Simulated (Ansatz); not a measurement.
# Cs on Pt(111): change of the work function

Aim: the work function of Pt(111) at several coverages of Cs (fcc site), and the dipole that each adsorbate carries.

Program: Ansatz 0.2.0. Level of theory: plane-wave DFT, PBE, Ansatz PAW. Results are calculated unless marked as measured.

### Step 1. Starting point

The cell holds 4 atoms: 4 Pt. Its edges and angles: a = 2.772 Å, b = 2.772 Å, c = 24.790 Å, α = 90.0°, β = 90.0°, γ = 60.0°. Vacuum lies along c.

### Step 2. The clean slab

The bare slab comes first, as the zero from which every change is counted. The two lowest layers are held at bulk places and the upper ones relax. The dipole correction removes the false field that a one-sided slab makes across the periodic vacuum, so each face gets a flat vacuum level of its own.

The input, input.yaml:

```yaml
crystal:
  lattice:
    - [2.7718585823, 0.0, 0.0]
    - [1.3859292911, 2.4004999479, 0.0]
    - [0.0, 0.0, 24.7896391657]
  atoms:
    - { symbol: Pt, position: [0.0, 0.0, 0.3630549013] }
    - { symbol: Pt, position: [0.3333333333, 0.3333333333, 0.4543516338] }
    - { symbol: Pt, position: [0.6666666667, 0.6666666667, 0.5456483662] }
    - { symbol: Pt, position: [0.0, 0.0, 0.6369450987] }
kpoints:
  mp_grid: { grid: [12, 12, 1] }
hamiltonian:
  xc: pbe
scf:
  occupations: { method: fermi_dirac, width: 0.1 }
  convergence: { dr2_threshold: 1.0e-08 }
efield:
  axis: 3
  dipole_correction: true
  ramp_position: 0.97
  ramp_width: 0.06
relax:
  f_tol: 0.02
  max_steps: 60
  constraints: [{ sites: [0, 1] }]
output:
  write_potential: true
  write_density: true
  volumetric_format: npy
```

The run is started by

```bash
> ansatz run input.yaml --threads 4 --pin off --max-ram 16384MiB --backend cpu --events-out ev --progress --plain --runs-dir out
```

Numbers of over 12 decimals in the logs are rounded to 6 here.

Log:

```text
Engine: ansatz 0.2.0, aarch64-unknown-linux-gnu
Pseudopotentials: kind: paw
Pseudopotential: Pt, paw, valence charge 18, recommended cutoff 420 eV (normal), Pt.paw.azcp
Functional definition: PBE
  parameter kappa = 0.804
  parameter beta = 0.066725
  exchange = pbe_x(kappa = kappa, mu = beta*pi^2/3)
  correlation = pbe_c(beta = beta)
Crystal: 4 atoms, lattice volume = 164.946 Å³
Basis set: ecut = 420 eV, 3263 PW (Γ), exchange–correlation on 40×40×360 points (8 copies of the dense FFT grid, shifted against one another)
Bands: 44, of which v1, the nominal top of the filled ones, is band 36 counted from 1 (35 counted from 0)
Symmetry: 6 space group operations
k-points: 19 of 144 (time reversal used)
Non-local potential: Pt, projectors of the file, l = 0: 3, l = 1: 2, l = 2: 2, l = 3: 1
PAW form: soft (Blöchl's): semilocal exchange-correlation on the pseudo side does not see the compensation charge
PAW one-centre angular grid: Pt, 590 points (default); XC on 64 Gauss nodes
Initial density: superposition of atomic densities (neutral atoms: chi_scale 0, normalization atom), corrected by the library's trained network
Initial wavefunctions: pseudopotential atomic-orbital guess
Functional: x = pbe(κ = 0.804, μ = 0.219515), c = pbe(β = 0.066725)
SCF iter   1: F=—  HF=-50090.991717 eV  |F-HF|=—  |Δ(HF+E_count)|=         —  Δρ=5.75e-3  dr2=3.09e-1  ethr=1.77e-3  p=-0.000 e·Å  D=-7.16e-15 V/Å  ΔV_dip=0.00 eV  dr2_dipole=3.81e-7  V_vac-E_F(+/−)=5.23/5.23 eV  ⟨swp⟩=8.8  Hψ=3876  notcnv=0  defer=3
efield: sawtooth ramp at fractional position 0.9700 (set: `efield.ramp_position`, or a place that a band, a saddle search or an elastic batch's reference lends), width 0.0600; the density the first Hamiltonian is built on has a dipole p = -0.000 e·Å; the dipole correction subtracts the counter field D = -7.16e-15 V/Å, which shifts the + side's vacuum level by +0.00 eV against the − side's; the planar-averaged density in the ramp window peaks in size at 7.4e-6 e/Å³
preconditioner: auto → LDOS  [metal: Δε(μ)=0.021 eV  Ē_g=7.789 eV  σ=0.100 eV  W_gap=0.05  n_scr=18 (ndim 8)  ℏωp=18.3 eV  f_vac=0.582  D(μ)=6.47/eV (n_scr^D=38)  β→1.0]
SCF iter   2: F=—  HF=-50090.990107 eV  |F-HF|=—  |Δ(HF+E_count)|=   1.61e-3  Δρ=3.29e-3  dr2=3.42e-2  ethr=4.29e-4  p=-0.000 e·Å  D=-9.35e-6 V/Å  ΔV_dip=0.00 eV  dr2_dipole=9.86e-8  V_vac-E_F(+/−)=5.71/5.71 eV  ⟨swp⟩=2.5  Hψ=1067  notcnv=0  defer=17
SCF iter   3: F=—  HF=-50090.987451 eV  |F-HF|=—  |Δ(HF+E_count)|=   2.66e-3  Δρ=1.41e-3  dr2=2.98e-2  ethr=4.75e-5  p=0.000 e·Å  D=7.74e-6 V/Å  ΔV_dip=-0.00 eV  dr2_dipole=2.74e-8  V_vac-E_F(+/−)=5.60/5.60 eV  ⟨swp⟩=2.6  Hψ=1528  notcnv=0  defer=17
SCF iter   4: F=—  HF=-50090.985231 eV  |F-HF|=—  |Δ(HF+E_count)|=   2.22e-3  Δρ=6.04e-4  dr2=1.66e-3  ethr=4.14e-5  p=-0.000 e·Å  D=-5.42e-7 V/Å  ΔV_dip=0.00 eV  dr2_dipole=8.19e-11  V_vac-E_F(+/−)=5.69/5.69 eV  ⟨swp⟩=2.1  Hψ=1183  notcnv=0  defer=17
SCF iter   5: F=—  HF=-50090.985131 eV  |F-HF|=—  |Δ(HF+E_count)|=   9.99e-5  Δρ=2.71e-4  dr2=8.45e-5  ethr=2.30e-6  p=-0.000 e·Å  D=-3.79e-7 V/Å  ΔV_dip=0.00 eV  dr2_dipole=9.28e-10  V_vac-E_F(+/−)=5.68/5.68 eV  ⟨swp⟩=2.7  Hψ=1289  notcnv=0  defer=17
SCF iter   6: F=—  HF=-50090.985171 eV  |F-HF|=—  |Δ(HF+E_count)|=   3.93e-5  Δρ=4.16e-5  dr2=6.87e-6  ethr=1.17e-7  p=-0.000 e·Å  D=-3.54e-7 V/Å  ΔV_dip=0.00 eV  dr2_dipole=4.43e-10  V_vac-E_F(+/−)=5.66/5.66 eV  ⟨swp⟩=2.3  Hψ=1282  notcnv=0  defer=17
SCF iter   7: F=—  HF=-50090.985173 eV  |F-HF|=—  |Δ(HF+E_count)|=   2.44e-6  Δρ=1.19e-5  dr2=1.39e-7  ethr=9.55e-9  p=-0.000 e·Å  D=-4.82e-8 V/Å  ΔV_dip=0.00 eV  dr2_dipole=7.88e-11  V_vac-E_F(+/−)=5.66/5.66 eV  ⟨swp⟩=2.1  Hψ=1241  notcnv=0  defer=15
SCF iter   8: F=-50090.985173 eV  HF=-50090.985173 eV  |F-HF|=5.50e-8  |Δ(HF+E_count)|=   2.84e-7  Δρ=3.95e-6  dr2=8.82e-9  ethr=1.39e-11  p=-0.000 e·Å  D=-4.02e-9 V/Å  ΔV_dip=0.00 eV  dr2_dipole=1.66e-11  V_vac-E_F(+/−)=5.66/5.66 eV  ⟨swp⟩=8.5  Hψ=6833  notcnv=0
SCF 1 converged in 8 iterations: F = -50090.985173 eV  dr2 = 8.82e-9
  greatest PAW one-centre occupation: 1.000 electrons in one spin orbital (limit 2), on the Pt atom at site 2 (counted from 0), in its partial waves of l = 0
relax step   1: F+E_penalty+E_count = -50090.98517332 eV  Δ(F+E_penalty+E_count) = +0.000e0 eV  max|allowed force component| = 4.882e-1 eV/Å  Δτ_max = 0.0000 Å  (8 SCF iters, accepted)
Initial density: handed on by an earlier stage of this run
Initial wavefunctions: those handed on with the density
iter 1 solved again at ethr=6.41e-4 eV; its pass at ethr=3.10e-3 eV (dr2=4.62e-1 eV) is discarded
SCF iter   1: F=—  HF=-50091.029102 eV  |F-HF|=—  |Δ(HF+E_count)|=         —  Δρ=1.16e-2  dr2=4.80e-1  ethr=6.41e-4  p=0.000 e·Å  D=2.66e-7 V/Å  ΔV_dip=-0.00 eV  dr2_dipole=1.45e-1  V_vac-E_F(+/−)=5.71/5.71 eV  ⟨swp⟩=1.3  Hψ=3370  notcnv=0  defer=8
efield: sawtooth ramp at fractional position 0.9700 (set: `efield.ramp_position`, or a place that a band, a saddle search or an elastic batch's reference lends), width 0.0600; the density the first Hamiltonian is built on has a dipole p = 0.000 e·Å; the dipole correction subtracts the counter field D = 2.66e-7 V/Å, which shifts the + side's vacuum level by -0.00 eV against the − side's; the planar-averaged density in the ramp window peaks in size at 3.0e-6 e/Å³
preconditioner: auto → LDOS  [metal: Δε(μ)=0.019 eV  Ē_g=7.721 eV  σ=0.100 eV  W_gap=0.05  n_scr=18 (ndim 8)  ℏωp=18.3 eV  f_vac=0.575  D(μ)=6.64/eV (n_scr^D=50)  β→1.0]
SCF iter   2: F=—  HF=-50091.023855 eV  |F-HF|=—  |Δ(HF+E_count)|=   5.25e-3  Δρ=5.67e-3  dr2=1.45e-1  ethr=6.41e-4  p=0.004 e·Å  D=4.87e-3 V/Å  ΔV_dip=-0.12 eV  dr2_dipole=2.41e-2  V_vac-E_F(+/−)=5.55/5.67 eV  ⟨swp⟩=2.2  Hψ=1413  notcnv=0  defer=8
SCF iter   3: F=—  HF=-50091.004025 eV  |F-HF|=—  |Δ(HF+E_count)|=   1.98e-2  Δρ=2.86e-3  dr2=4.20e-2  ethr=2.02e-4  p=-0.007 e·Å  D=-7.20e-3 V/Å  ΔV_dip=0.18 eV  dr2_dipole=8.42e-5  V_vac-E_F(+/−)=5.86/5.68 eV  ⟨swp⟩=2.5  Hψ=1442  notcnv=0  defer=8
SCF iter   4: F=—  HF=-50090.997106 eV  |F-HF|=—  |Δ(HF+E_count)|=   6.92e-3  Δρ=9.64e-4  dr2=2.01e-3  ethr=5.84e-5  p=-0.003 e·Å  D=-3.38e-3 V/Å  ΔV_dip=0.08 eV  dr2_dipole=4.64e-5  V_vac-E_F(+/−)=5.76/5.68 eV  ⟨swp⟩=2.2  Hψ=1278  notcnv=0  defer=9
SCF iter   5: F=—  HF=-50090.996569 eV  |F-HF|=—  |Δ(HF+E_count)|=   5.37e-4  Δρ=2.91e-4  dr2=3.62e-4  ethr=2.79e-6  p=-0.003 e·Å  D=-2.80e-3 V/Å  ΔV_dip=0.07 eV  dr2_dipole=2.93e-5  V_vac-E_F(+/−)=5.74/5.68 eV  ⟨swp⟩=2.4  Hψ=1502  notcnv=0  defer=14
[...]
SCF iter   5: F=—  HF=-50091.007549 eV  |F-HF|=—  |Δ(HF+E_count)|=   1.10e-4  Δρ=1.80e-4  dr2=2.14e-4  ethr=1.16e-6  p=-0.001 e·Å  D=-7.97e-4 V/Å  ΔV_dip=0.02 eV  dr2_dipole=3.83e-6  V_vac-E_F(+/−)=5.69/5.67 eV  ⟨swp⟩=3.1  Hψ=1402  notcnv=0  defer=18
SCF iter   6: F=—  HF=-50091.007549 eV  |F-HF|=—  |Δ(HF+E_count)|=   5.92e-7  Δρ=9.20e-5  dr2=5.87e-5  ethr=2.97e-7  p=-0.001 e·Å  D=-1.00e-3 V/Å  ΔV_dip=0.02 eV  dr2_dipole=6.29e-8  V_vac-E_F(+/−)=5.70/5.67 eV  ⟨swp⟩=1.1  Hψ=836  notcnv=0  defer=18
SCF iter   7: F=—  HF=-50091.007553 eV  |F-HF|=—  |Δ(HF+E_count)|=   3.98e-6  Δρ=3.49e-5  dr2=1.06e-5  ethr=8.15e-8  p=-0.001 e·Å  D=-1.10e-3 V/Å  ΔV_dip=0.03 eV  dr2_dipole=8.91e-8  V_vac-E_F(+/−)=5.70/5.67 eV  ⟨swp⟩=1.2  Hψ=849  notcnv=0  defer=18
SCF iter   8: F=—  HF=-50091.007553 eV  |F-HF|=—  |Δ(HF+E_count)|=  6.48e-10  Δρ=1.21e-5  dr2=9.30e-7  ethr=1.47e-8  p=-0.001 e·Å  D=-1.07e-3 V/Å  ΔV_dip=0.03 eV  dr2_dipole=4.14e-9  V_vac-E_F(+/−)=5.70/5.67 eV  ⟨swp⟩=1.3  Hψ=862  notcnv=0  defer=18
SCF iter   9: F=—  HF=-50091.007565 eV  |F-HF|=—  |Δ(HF+E_count)|=   1.21e-5  Δρ=4.45e-6  dr2=4.81e-8  ethr=1.29e-9  p=-0.001 e·Å  D=-1.05e-3 V/Å  ΔV_dip=0.03 eV  dr2_dipole=1.78e-11  V_vac-E_F(+/−)=5.70/5.67 eV  ⟨swp⟩=2.0  Hψ=1206  notcnv=0  defer=17
SCF iter  10: F=-50091.007565 eV  HF=-50091.007565 eV  |F-HF|=8.45e-9  |Δ(HF+E_count)|=   3.09e-8  Δρ=1.25e-6  dr2=6.43e-9  ethr=1.39e-11  p=-0.001 e·Å  D=-1.05e-3 V/Å  ΔV_dip=0.03 eV  dr2_dipole=6.79e-10  V_vac-E_F(+/−)=5.70/5.67 eV  ⟨swp⟩=10.8  Hψ=6134  notcnv=0
SCF 3 converged in 10 iterations: F = -50091.007565 eV  dr2 = 6.43e-9
relax step   3: F+E_penalty+E_count = -50091.00756550 eV  Δ(F+E_penalty+E_count) = -1.103e-2 eV  max|allowed force component| = 7.115e-2 eV/Å  Δτ_max = 0.0918 Å  (10 SCF iters, accepted)
SCF iter   1: F=—  HF=-50091.008207 eV  |F-HF|=—  |Δ(HF+E_count)|=         —  Δρ=8.74e-4  dr2=5.06e-3  ethr=8.17e-5  p=-0.001 e·Å  D=-1.05e-3 V/Å  ΔV_dip=0.03 eV  dr2_dipole=1.69e-3  V_vac-E_F(+/−)=5.70/5.68 eV  ⟨swp⟩=2.1  Hψ=1462  notcnv=0  defer=18
efield: sawtooth ramp at fractional position 0.9700 (set: `efield.ramp_position`, or a place that a band, a saddle search or an elastic batch's reference lends), width 0.0600; the density the first Hamiltonian is built on has a dipole p = -0.001 e·Å; the dipole correction subtracts the counter field D = -1.05e-3 V/Å, which shifts the + side's vacuum level by +0.03 eV against the − side's; the planar-averaged density in the ramp window peaks in size at 2.0e-6 e/Å³
preconditioner: auto → LDOS  [metal: Δε(μ)=0.023 eV  Ē_g=7.759 eV  σ=0.100 eV  W_gap=0.06  n_scr=18 (ndim 8)  ℏωp=18.3 eV  f_vac=0.578  D(μ)=6.69/eV (n_scr^D=50)  β→1.0]
SCF iter   2: F=—  HF=-50091.008118 eV  |F-HF|=—  |Δ(HF+E_count)|=   8.90e-5  Δρ=3.88e-4  dr2=1.13e-3  ethr=7.03e-6  p=-0.001 e·Å  D=-6.34e-4 V/Å  ΔV_dip=0.02 eV  dr2_dipole=3.13e-4  V_vac-E_F(+/−)=5.69/5.67 eV  ⟨swp⟩=2.1  Hψ=1263  notcnv=0  defer=18
SCF iter   3: F=—  HF=-50091.008031 eV  |F-HF|=—  |Δ(HF+E_count)|=   8.73e-5  Δρ=2.54e-4  dr2=3.19e-4  ethr=1.57e-6  p=-0.002 e·Å  D=-1.78e-3 V/Å  ΔV_dip=0.04 eV  dr2_dipole=1.14e-6  V_vac-E_F(+/−)=5.72/5.67 eV  ⟨swp⟩=2.1  Hψ=1334  notcnv=0  defer=18
SCF iter   4: F=—  HF=-50091.007980 eV  |F-HF|=—  |Δ(HF+E_count)|=   5.11e-5  Δρ=5.52e-5  dr2=1.73e-5  ethr=4.43e-7  p=-0.001 e·Å  D=-1.25e-3 V/Å  ΔV_dip=0.03 eV  dr2_dipole=8.32e-7  V_vac-E_F(+/−)=5.70/5.67 eV  ⟨swp⟩=2.6  Hψ=1384  notcnv=0  defer=18
SCF iter   5: F=—  HF=-50091.007963 eV  |F-HF|=—  |Δ(HF+E_count)|=   1.72e-5  Δρ=2.60e-5  dr2=4.55e-6  ethr=2.40e-8  p=-0.001 e·Å  D=-1.28e-3 V/Å  ΔV_dip=0.03 eV  dr2_dipole=1.21e-7  V_vac-E_F(+/−)=5.70/5.67 eV  ⟨swp⟩=2.7  Hψ=1356  notcnv=0  defer=18
SCF iter   6: F=—  HF=-50091.007983 eV  |F-HF|=—  |Δ(HF+E_count)|=   2.01e-5  Δρ=1.36e-5  dr2=1.33e-6  ethr=6.32e-9  p=-0.001 e·Å  D=-1.27e-3 V/Å  ΔV_dip=0.03 eV  dr2_dipole=2.87e-9  V_vac-E_F(+/−)=5.70/5.67 eV  ⟨swp⟩=1.2  Hψ=826  notcnv=0  defer=18
SCF iter   7: F=—  HF=-50091.007983 eV  |F-HF|=—  |Δ(HF+E_count)|=   1.03e-7  Δρ=5.23e-6  dr2=2.29e-7  ethr=1.84e-9  p=-0.001 e·Å  D=-1.26e-3 V/Å  ΔV_dip=0.03 eV  dr2_dipole=3.63e-9  V_vac-E_F(+/−)=5.70/5.67 eV  ⟨swp⟩=1.2  Hψ=830  notcnv=0  defer=18
SCF iter   8: F=—  HF=-50091.007983 eV  |F-HF|=—  |Δ(HF+E_count)|=   2.14e-8  Δρ=1.98e-6  dr2=1.76e-8  ethr=3.18e-10  p=-0.001 e·Å  D=-1.27e-3 V/Å  ΔV_dip=0.03 eV  dr2_dipole=2.54e-10  V_vac-E_F(+/−)=5.70/5.67 eV  ⟨swp⟩=1.3  Hψ=909  notcnv=0  defer=18
SCF iter   9: F=-50091.007983 eV  HF=-50091.007983 eV  |F-HF|=3.31e-9  |Δ(HF+E_count)|=   1.66e-8  Δρ=5.77e-7  dr2=7.83e-10  ethr=1.39e-11  p=-0.001 e·Å  D=-1.27e-3 V/Å  ΔV_dip=0.03 eV  dr2_dipole=2.51e-12  V_vac-E_F(+/−)=5.70/5.67 eV  ⟨swp⟩=9.9  Hψ=5733  notcnv=0
SCF 4 converged in 9 iterations: F = -50091.007983 eV  dr2 = 7.83e-10
relax step   4: F+E_penalty+E_count = -50091.00798290 eV  Δ(F+E_penalty+E_count) = -4.174e-4 eV  max|allowed force component| = 3.489e-4 eV/Å  Δτ_max = 0.0131 Å  (9 SCF iters, accepted)
NSCF: frozen V_eff on 19 k-points
the band table was solved once a step of the walk had ended and its energy, with any forces and stress, was formed, with the checks that follow a solve (4587 applications of the Hamiltonian). They found nothing against the state; the energy, forces and stress were not computed again (output.eigenvalues in the input reference)
SCF converged after 9 iterations
Free energy (F): -50091.007983 eV
Harris-Foulkes:  -50091.007983 eV  (|F-HF|=3.31e-9)
Internal energy: -50090.790083 eV  (E = F + TS)
E sigma→0 (E₀):  -50090.899033 eV
Entropy (-TS):   -0.217900 eV (-54.475 meV/atom)
Fermi energy:    4.900471 eV
Dipole field:    D = -0.001268 V/Å  (p = -0.001156 e·Å, saw-weighted, corrected)
Work function:   Φ+ = 5.7030 eV   Φ− = 5.6716 eV
Levels:          The Fermi level and band energies are counted from a zero that moves with the ramp; work functions are not
--- Per-component energies (eV) ---
  E_band       = -1818.910559
  E_kinetic    = 2546.761399
  E_local      = -123966.042102  (includes V_loc(G=0)·N_el)
  E_nonlocal   = 800.189997
  E_hartree    = 60581.100929
  E_xc         = -1044.614578
  E_vxc        = -1207.827317  (∫ρ·V_xc dr)
  E_paw        = -37816.082999  (= ΣΔE_a)
  E_vpaw       = -1154.195294  (= ΣTr[D̂ρ^β])
  E_aug_tail   = 0.000812  (compensation charges beyond the density's cutoff)
  E_efield     = 0.000001  (sawtooth field / dipole correction)
  E_vefield    = 0.003640  (∫n·V_field dr)
  E_ewald      = 48807.896459
  E_smearing   = -0.217900  (= −TS)
  E_closure    = -0.000000  (closes the sum)
  Σ components = -50091.007983   (vs F -50091.007983, Δ=0.00e0)
--- Forces (eV/Å), atoms counted from 1 ---
  atom   1  Pt    -0.00000000    -0.00000000    -0.48014122
  atom   2  Pt     0.00000000    -0.00000000     0.47992545
  atom   3  Pt    -0.00000000    -0.00000000     0.00034885
  atom   4  Pt    -0.00000000     0.00000000    -0.00014217
  max |Σ_I F_I| component: 9.09e-6 eV/Å
--- Band table (eV; the first three rows and the last of 19) ---
  k-point 0: bands = [... 32 lower, 3.3721, 3.7295, 3.7295, 4.4538, 4.4538, 4.4677, 4.8736, 4.8736, ... 4 higher]
  k-point 1: bands = [... 32 lower, 3.2564, 3.5694, 3.7370, 3.8498, 4.2372, 4.4477, 4.8839, 5.4119, ... 4 higher]
  k-point 2: bands = [... 32 lower, 3.0456, 3.1540, 3.4980, 3.7132, 4.4250, 4.6025, 4.9064, 6.3631, ... 4 higher]
  k-point 18: bands = [... 32 lower, 4.2535, 4.5924, 4.6084, 4.6216, 9.8513, 9.8824, 9.8903, 10.6257, ... 4 higher]
--- Relaxed structure (4 steps of the walk, 4 accepted, 0 SCFs on fresh bases) ---
  F+E_penalty+E_count = -50091.00798290 eV   max|allowed force component| = 3.489e-4 eV/Å
  atoms:
    - { symbol: Pt, position: [0.0, 0.0, 0.363055] }
    - { symbol: Pt, position: [0.333333, 0.333333, 0.454352] }
    - { symbol: Pt, position: [0.666667, 0.666667, 0.547405] }
    - { symbol: Pt, position: [1.7860744536953496e-18, -8.930372268476717e-19, 0.641619] }
```

The job ended after 13 s (4 threads of Arm Neoverse V2, shared host; peak memory 0.48 GiB; 51 s of CPU time).

The steps of the relaxation:

```tsv
step	energy less that of the first step (eV)	largest force component (eV/Å)
1	0.0000	0.4882
2	-0.0114	0.3306
3	-0.0224	0.0711
4	-0.0228	0.0003
```

The run keeps the 6 symmetry operations that it works with, so distortions that break them were not tested.

The atoms that moved most (Å):

```tsv
atom	dx	dy	dz	length
Pt4	0.000	0.000	0.116	0.116
Pt3	0.000	0.000	0.044	0.044
```

This step gave:

```yaml
energy_at_zero_smearing: -50090.8990 eV
work_function_upper_face: 5.703 eV
work_function_lower_face: 5.672 eV
dipole_along_the_normal: -0.001156 e·Å
step_between_the_vacuum_levels: 0.03143 eV
```

Running mean over 2.263 Å of the planar mean; the ramp of the sawtooth is left out. Table of electron's electrostatic potential energy less the Fermi level by z:

```tsv
z (Å)	electron's electrostatic potential energy less the Fermi level (eV)
4	5.67
5	5.67
6	5.61
7	4.60
8	-4.97
9	-11.6
10	-12.1
11	-12.2
12	-11.8
13	-11.9
14	-11.8
15	-11.2
16	-11.3
17	-3.69
18	4.90
19	5.66
20	5.70
21	5.70
```

The relaxation took 4 steps and lowered the energy by 0.023 eV; the largest force on the free atoms ends at 3.5e-4 eV/Å.

The work function of the upper face is 5.70 eV.

(Continued in part 2 of 3.)

[Logs are printed without paths, hosts, clocks, repeated set-up lines and the standing remarks that a program may print on its own settings, such as how far it seeks lower states.]

[Hosts, paths, dates, database ids (printed as entryN), source tags and the programs' standing remarks are cut or masked in the printed files.]

[Maps of the electrostatic potential energy from Ansatz leave out the sawtooth potential of an applied field or a dipole correction, so their vacuum need not be flat; planar profiles and work functions include it.]
